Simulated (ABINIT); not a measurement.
**KCl (Sylvite): Bethe-Salpeter spectra with ABINIT**

How far does the k mesh set the exciton binding of KCl (Sylvite)?

Calculated with ABINIT 10.8.3; PBE and many-body steps on it, plane waves.

Most raw output is cut from this account.

### Step 1. Starting point

It takes space group Fm-3m (No. 225, cubic). Conventional cell: a = 6.293 Å, b = 6.293 Å, c = 6.293 Å, α = 90.00°, β = 90.00°, γ = 90.00°. Nearest to K lie 6 Cl at 3.15 Å. Nearest to Cl lie 6 K at 3.15 Å. Farther neighbours and most contacts between anions are not listed.

The cell and positions come from the Crystallography Open Database and are kept as given unless a step says otherwise.

### Step 2. Empty states on the mesh, 4×4×4 mesh, 260 bands

This step: ABINIT 10.8.3; DFT, PBE, plane waves, norm-conserving pseudopotentials.

The sums over transitions need many empty states on a uniform mesh; this step solves for them.

Input file run.abi:

```
acell 3*1.0 Angstrom
rprim 
  -0.000000000000 3.146470000000 3.146470000000
  3.146470000000 0.000000000000 3.146470000000
  3.146470000000 3.146470000000 -0.000000000000
ntypat 2
znucl 19 17
natom 2
typat 1 2
xred 
  0.000000000000 0.000000000000 0.000000000000
  0.500000000000 0.500000000000 0.500000000000
pp_dirpath "pseudos"
pseudos "K.upf, Cl.upf"
ecut 33
ngkpt 4 4 4
nshiftk 1
shiftk 0 0 0
kptopt 1
chksymbreak 0
irdden 1
istwfk *1
nband 260
prtvol 0
optdriver 6
gwr_task "HDIAGO"
paral_kgb 0
occopt 1
indata_prefix "in"
outdata_prefix "out"
tmpdata_prefix "tmp"
```

Started as:

```sh
OMP_NUM_THREADS=1 mpirun -n 4 abinit run.abi > log
```

Elapsed: 45 s, on 4 MPI ranks of Intel Xeon 6975P-C (Granite Rapids), shared host; peak memory 3.4 GiB.

This step gave:

| Quantity | Value |
| --- | --- |
| gap | 5.190 eV |
| k of the valence top | 0, 0, 0 |
| k of the conduction bottom | 0, 0, 0 |
| least direct gap | 5.190 eV |
| k points computed | 8 |
| lowest point of the top converged band, above the valence top | 133.3654 eV |

On this mesh the gap is 5.190 eV.

The density comes from a self-consistent run that is not shown.

### Step 3. Screening, 4×4×4 mesh, 252 bands, screening to 209.5 eV

The RPA dielectric matrix is built and inverted for each q.

This step: RPA screening on PBE, plane waves, norm-conserving pseudopotentials.

run.abi, as its differences from that of step 2:

```diff
@@ -20,10 +20,11 @@
 chksymbreak 0
-irdden 1
 istwfk *1
-nband 260
-prtvol 0
-optdriver 6
-gwr_task "HDIAGO"
-paral_kgb 0
 occopt 1
+irdwfk 1
+optdriver 3
+nband 252
+ecuteps 7.7
+inclvkb 2
+awtr 1
+symchi 1
 indata_prefix "in"
```

The job ended after 45 s (4 MPI ranks; peak memory 1.7 GiB; 3 min of CPU time).

Numbers from this step:

```
ε∞ with local fields, on this mesh, along the program's q direction : 2.178
the same without local fields                                       : 2.586
plasma frequency                                                    : 18.82 eV
plane waves in the screening matrix                                 : 411
```

Local fields lower ε∞ by 16 %.

### Step 4. Self-energy, 4×4×4 mesh, 252 bands, screening to 209.5 eV

The self-energy is evaluated for the states that the input lists, and the levels follow from it, in one-shot runs by the linearised quasiparticle equation.

This step: G0W0 on PBE, plane waves, norm-conserving pseudopotentials.

run.abi, as its differences from that of step 3:

```diff
@@ -23,8 +23,15 @@
 irdwfk 1
-optdriver 3
+optdriver 4
 nband 252
+gwcalctyp 0
+ecutsigx 33
+symsigma 1
+nkptgw 1
+kptgw 
+  0.0000000000 0.0000000000 0.0000000000
+bdgw 
+  6 12
 ecuteps 7.7
-inclvkb 2
-awtr 1
-symchi 1
+irdscr 1
+ppmodel 1
 indata_prefix "in"
```

The job ended after 20 s (4 MPI ranks; peak memory 1.8 GiB; 80 s of CPU time).

This step gave:

| Item | Value |
| --- | --- |
| G0W0 gap on the points computed | 8.144 eV |
| starting gap on the mesh | 5.190 eV |
| k of the valence top | 0, 0, 0 |
| k of the conduction bottom | 0, 0, 0 |
| least direct G0W0 gap on the computed points | 8.144 eV |

The gap on the mesh goes from 5.19 eV to 8.14 eV, a correction of +2.95 eV.

The gap opens by 2.954 eV; the next steps shift the empty bands rigidly by 2.954 eV.

### Step 5. Excitons

Optical absorption needs the electron-hole interaction, solved here in a basis of vertical transitions on the mesh.

This step: Bethe-Salpeter equation on PBE with a scissors shift, plane waves, norm-conserving pseudopotentials.

run.abi, as its differences from that of step 4:

```diff
@@ -23,15 +23,17 @@
 irdwfk 1
-optdriver 4
-nband 252
-gwcalctyp 0
-ecutsigx 33
-symsigma 1
-nkptgw 1
-kptgw 
-  0.0000000000 0.0000000000 0.0000000000
-bdgw 
-  6 12
-ecuteps 7.7
+optdriver 99
+bs_calctype 1
+mbpt_sciss 2.954 eV
+bs_loband 6
+nband 14
+bs_exchange_term 1
+bs_coulomb_term 11
+bs_coupling 0
+bs_algorithm 1
+bs_freq_mesh 0 14 0.1 eV
+zcut 0.15 eV
+ecuteps 4
+ecutwfn 16.5
+inclvkb 2
 irdscr 1
-ppmodel 1
 indata_prefix "in"
```

Run time: 32 s. Hardware: 4 MPI ranks; peak memory 0.41 GiB; 2.1 min of CPU time.

This step gave:

- direct gap of the transition levels: 8.144 eV
- transitions in the window: 1152
- first strong exciton (over a fiftieth of the strongest listed): 6.824 eV
- lowest state: 6.824 eV
- binding of the lowest state below the direct gap: 1.320 eV
- Coulomb term of one mesh cell: 1.184 eV

The binding is 1.1 times the screened Coulomb term of one mesh cell (1.18 eV), so it is not shown settled.

The lowest state lies at 6.824 eV, 1.320 eV under the direct gap.

Lines within 3 meV are set at the lowest of them, and the highest group, which the list may cut short, is left out. Lines of the exciton spectrum (strongest = 100):

```
position (eV)  lines merged  oscillator strength, relative
        6.824             1                             40
        6.829             2                             74
        7.795             1                             55
        7.809             2                            100
        8.253             1                            0.0
        8.262             2                            0.1
        8.281             1                            0.2
        8.310             1                            0.5
        8.316             2                            3.7
        8.333             1                            3.5
        8.354             1                            0.1
```

The ε₂ has structure finer than the step of the table below, so its rows give means over 0.5 eV, whole bins alone (the curve runs from 0 to 13.9 eV). Peaks (eV: height): BSE 6.80: 3.24, 7.80: 4.57, 9.40: 1.95, 10.80: 3.25, 11.40: 2.60, 11.90: 2.55, 12.80: 2.67; no electron-hole interaction 9.70: 2.98, 10.60: 3.47, 11.50: 3.81, 13.10: 4.20, 13.80: 3.76; Kohn-Sham, no shift 6.70: 2.99, 7.70: 3.56, 8.60: 3.77, 10.20: 4.20, 10.90: 3.62.

Mean over the three Cartesian directions of q; broadening 0.15 eV; transition window only. Limits: finite bands, cutoff and mesh; exciton not shown settled in the k mesh. ε₂ against photon energy; means over each step:

```
photon energy (eV)      BSE  no electron-hole interaction  Kohn-Sham, no shift
               0.5  0.00173                        9.0e-4              0.00234
               1.0  0.00354                       0.00180              0.00480
               1.5  0.00552                       0.00280              0.00752
               2.0  0.00775                       0.00382               0.0107
               2.5   0.0104                       0.00498               0.0146
               3.0   0.0138                       0.00630               0.0199
               3.5   0.0181                       0.00782               0.0276
               4.0   0.0242                       0.00960               0.0407
               4.5   0.0333                        0.0118               0.0748
               5.0   0.0485                        0.0146                0.348
               5.5   0.0793                        0.0182                0.285
               6.0    0.169                        0.0233                0.294
               6.5    0.950                        0.0310                 1.73
               7.0     1.80                        0.0447                 1.62
               7.5     1.58                        0.0836                 2.41
               8.0     2.40                         0.386                 2.84
               8.5     1.50                         0.256                 3.10
               9.0     1.76                         0.330                 2.01
               9.5     1.57                          1.93                 1.60
              10.0     1.35                          1.51                 3.29
              10.5     2.01                          2.59                 3.53
              11.0     2.50                          2.74                 2.91
              11.5     2.17                          3.14                 1.51
              12.0     2.34                          1.93                0.560
              12.5     2.06                          1.64                0.205
              13.0     2.20                          3.45               0.0877
              13.5     1.36                          3.47               0.0560
```

### Step 6. Triplet (no exchange term)

run.abi, as its differences from that of step 5:

```diff
@@ -27,4 +27,4 @@
 bs_loband 6
-nband 14
-bs_exchange_term 1
+nband 10
+bs_exchange_term 0
 bs_coulomb_term 11
@@ -32,3 +32,3 @@
 bs_algorithm 1
-bs_freq_mesh 0 14 0.1 eV
+bs_freq_mesh 0 12 0.1 eV
 zcut 0.15 eV
```

It took 5 s on 4 MPI ranks; peak memory 0.37 GiB.

The lowest triplet lies at 6.774 eV; triplets are dark, so no spectrum is read.

### Step 7. Beyond Tamm-Dancoff

run.abi, as its differences from that of step 6:

```diff
@@ -28,5 +28,5 @@
 nband 10
-bs_exchange_term 0
+bs_exchange_term 1
 bs_coulomb_term 11
-bs_coupling 0
+bs_coupling 1
 bs_algorithm 1
```

Elapsed: 9.4 s, on 4 MPI ranks; peak memory 0.38 GiB.

This step gave:

```
direct gap of the transition levels              : 8.144 eV
transitions in the window                        : 384
lowest state                                     : 6.83 eV
binding of the lowest state below the direct gap : 1.314 eV
Coulomb term of one mesh cell                    : 1.184 eV
```

The binding is 1.1 times the screened Coulomb term of one mesh cell (1.18 eV), so it is not shown settled.

The lowest state lies at 6.830 eV, 1.314 eV under the direct gap.

Mean over the three Cartesian directions of q; broadening 0.15 eV; transition window only. Limits: finite bands, cutoff and mesh; exciton not shown settled in the k mesh. ε₂ against photon energy; read off at these points:

```
photon energy (eV)      BSE  no electron-hole interaction  Kohn-Sham, no shift
              0.00        0                             0                    0
              0.30   7.0e-4                        4.0e-4                0.001
              0.60  0.00147                        7.0e-4                0.002
              1.00   0.0025                        0.0012               0.0035
              1.30   0.0033                        0.0016               0.0047
              1.60  0.00417                         0.002              0.00593
              1.90  0.00513                        0.0024               0.0074
              2.30  0.00663                        0.0031               0.0097
              2.60   0.0079                        0.0036               0.0118
              2.90  0.00937                        0.0041               0.0143
              3.20   0.0111                        0.0047               0.0175
              3.50   0.0132                        0.0054               0.0217
              3.90   0.0168                        0.0064               0.0300
              4.20   0.0203                        0.0073               0.0406
              4.50    0.025                       0.00833               0.0611
              4.80   0.0314                        0.0096                0.121
              5.10   0.0405                         0.011                0.500
              5.50   0.0612                        0.0134                0.206
              5.80   0.0909                        0.0157                0.182
              6.10    0.155                        0.0186                0.304
              6.40    0.355                        0.0225                0.918
              6.80     2.72                        0.0301                 2.67
              7.10    0.868                        0.0396                 1.03
              7.40    0.653                        0.0573                 1.87
              7.70     2.35                         0.104                 3.49
              7.80     3.79                         0.143                 3.17
              8.00     1.87                         0.369                 2.92
              8.40     1.49                         0.240                 2.54
              8.50     1.57                         0.190                 3.37
              8.70     1.22                         0.176                 3.04
              9.00     2.00                         0.268                 1.30
              9.30     1.83                         0.707                0.382
              9.60     1.31                          2.85                0.182
             10.00     1.09                          1.10               0.0977
             10.30     1.72                          1.72                0.069
             10.40     1.73                          1.94               0.0623
             10.60     1.07                          3.41               0.0517
             10.90    0.589                          3.30               0.0403
             11.30    0.141                          2.19               0.0303
             11.60   0.0816                          3.38               0.0250
             11.90   0.0553                          1.52               0.0211
```

### Step 8. Dielectric constant by perturbation theory

ε∞ sets how strongly the crystal screens. Perturbation theory gives it with local fields and without a sum over empty bands.

This step: DFT, PBE, linear response to an electric field, plane waves, norm-conserving pseudopotentials.

Input file run.abi:

```
acell 3*1.0 Angstrom
rprim 
  -0.000000000000 3.146470000000 3.146470000000
  3.146470000000 0.000000000000 3.146470000000
  3.146470000000 3.146470000000 -0.000000000000
ntypat 2
znucl 19 17
natom 2
typat 1 2
xred 
  0.000000000000 0.000000000000 0.000000000000
  0.500000000000 0.500000000000 0.500000000000
pp_dirpath "pseudos"
pseudos "K.upf, Cl.upf"
ecut 33
ngkpt 6 6 6
nshiftk 1
shiftk 0.5 0.5 0.5
chksymbreak 0
ndtset 3
nband 8
occopt 1
istwfk *1
nstep 60
tolwfr1 1e-18
iscf2 -3
rfelfd2 2
kptopt2 2
getwfk2 1
tolwfr2 1e-18
rfelfd3 3
kptopt3 2
getwfk3 1
getddk3 2
tolvrs3 1e-08
rfdir 1 1 1
nqpt2 1
nqpt3 1
qpt 0 0 0
prtwf3 0
prtden 0
optforces1 0
optstress1 0
kptopt1 1
indata_prefix "in"
outdata_prefix "out"
tmpdata_prefix "tmp"
```

Run time: 85 s. Hardware: 4 MPI ranks; peak memory 0.57 GiB.

The field response gives a mean ε∞ of 2.32, which the model screening below takes as its input.

### Step 9. Model screening

This step: Bethe-Salpeter equation on PBE with a scissors shift, plane waves, norm-conserving pseudopotentials.

Input file run.abi:

```
acell 3*1.0 Angstrom
rprim 
  -0.000000000000 3.146470000000 3.146470000000
  3.146470000000 0.000000000000 3.146470000000
  3.146470000000 3.146470000000 -0.000000000000
ntypat 2
znucl 19 17
natom 2
typat 1 2
xred 
  0.000000000000 0.000000000000 0.000000000000
  0.500000000000 0.500000000000 0.500000000000
pp_dirpath "pseudos"
pseudos "K.upf, Cl.upf"
ecut 33
ngkpt 4 4 4
nshiftk 1
shiftk 0 0 0
kptopt 1
chksymbreak 0
istwfk *1
occopt 1
irdwfk 1
optdriver 99
bs_calctype 1
mbpt_sciss 2.954 eV
bs_loband 6
nband 14
bs_exchange_term 1
bs_coulomb_term 21
bs_coupling 0
bs_algorithm 2
bs_freq_mesh 0 14 0.1 eV
zcut 0.15 eV
ecuteps 4
ecutwfn 16.5
inclvkb 2
mdf_epsinf 2.32
irdden 1
bs_haydock_niter 300
bs_haydock_tol -0.02 0
indata_prefix "in"
outdata_prefix "out"
tmpdata_prefix "tmp"
```

The job ended after 27 s (4 MPI ranks; peak memory 0.4 GiB).

Numbers from this step:

```
direct gap of the transition levels : 8.144 eV
transitions in the window           : 1152
Coulomb term of one mesh cell       : 1.110 eV
```

### Step 10. Empty states on the mesh, 6×6×6 mesh, 22 bands

This step: DFT, PBE, plane waves, norm-conserving pseudopotentials.

Input file run.abi:

```
acell 3*1.0 Angstrom
rprim 
  -0.000000000000 3.146470000000 3.146470000000
  3.146470000000 0.000000000000 3.146470000000
  3.146470000000 3.146470000000 -0.000000000000
ntypat 2
znucl 19 17
natom 2
typat 1 2
xred 
  0.000000000000 0.000000000000 0.000000000000
  0.500000000000 0.500000000000 0.500000000000
pp_dirpath "pseudos"
pseudos "K.upf, Cl.upf"
ecut 33
ngkpt 6 6 6
nshiftk 1
shiftk 0.11 0.21 0.31
kptopt 3
chksymbreak 0
iscf -2
irdden 1
istwfk *1
nband 22
nbdbuf 4
tolwfr 1e-09
nstep 60
prtvol 0
indata_prefix "in"
outdata_prefix "out"
tmpdata_prefix "tmp"
```

It took 57 s on 4 MPI ranks; peak memory 0.57 GiB.

This step gave:

```yaml
gap: 5.243 eV
k_of_the_valence_top: 0.0183, 0.035, 0.0517
k_of_the_conduction_bottom: 0.0183, 0.035, 0.0517
least_direct_gap: 5.243 eV
k_points_computed: 216
lowest_point_of_the_top_converged_band_above_the_valence_top: 14.57 eV
```

On this mesh the gap is 5.243 eV.

### Step 11. Denser, shifted k mesh (6×6×6)

This step: Bethe-Salpeter equation on PBE with a scissors shift, plane waves, norm-conserving pseudopotentials.

run.abi, as its differences from that of step 10:

```diff
@@ -20,10 +20,23 @@
 chksymbreak 0
-iscf -2
+istwfk *1
+occopt 1
+irdwfk 1
+optdriver 99
+bs_calctype 1
+mbpt_sciss 2.954 eV
+bs_loband 6
+nband 14
+bs_exchange_term 1
+bs_coulomb_term 21
+bs_coupling 0
+bs_algorithm 2
+bs_freq_mesh 0 14 0.1 eV
+zcut 0.15 eV
+ecuteps 3
+ecutwfn 16.5
+inclvkb 2
+mdf_epsinf 2.32
 irdden 1
-istwfk *1
-nband 22
-nbdbuf 4
-tolwfr 1e-09
-nstep 60
-prtvol 0
+bs_haydock_niter 300
+bs_haydock_tol -0.02 0
 indata_prefix "in"
```

It took 4.7 min on 4 MPI ranks; peak memory 2.2 GiB; 19 min of CPU time.

Numbers from this step:

```
direct gap of the transition levels : 8.198 eV
transitions in the window           : 3888
Coulomb term of one mesh cell       : 0.7401 eV
```

[end of part 1 of 2]

[Paths, hosts, dates, memory and timing lines, banners, echoed tables and standing remarks are left out of the program output.]

[Logs are printed without paths, hosts, clocks, repeated set-up lines and the standing remarks that a program may print on its own settings, such as how far it seeks lower states.]

[Runs of the session that timed out or met a known fault of the program may be left out.]

[No measured gap is set beside runs whose start may be inverted or whose files or cutoffs have a known fault.]

[Hosts, paths, dates, database ids (printed as entryN), source tags and the programs' standing remarks are cut or masked in the printed files.]

[G0W0 gaps are taken among the corrected bands and points alone; a level outside them can change the order at an edge.]

[Where Ansatz stands beside ABINIT at settings called matched, ABINIT's density can come from a denser mesh and the files from another edition; pairs whose starting gaps differed by over 0.03 eV were left out, so agreement reads better than it is.]
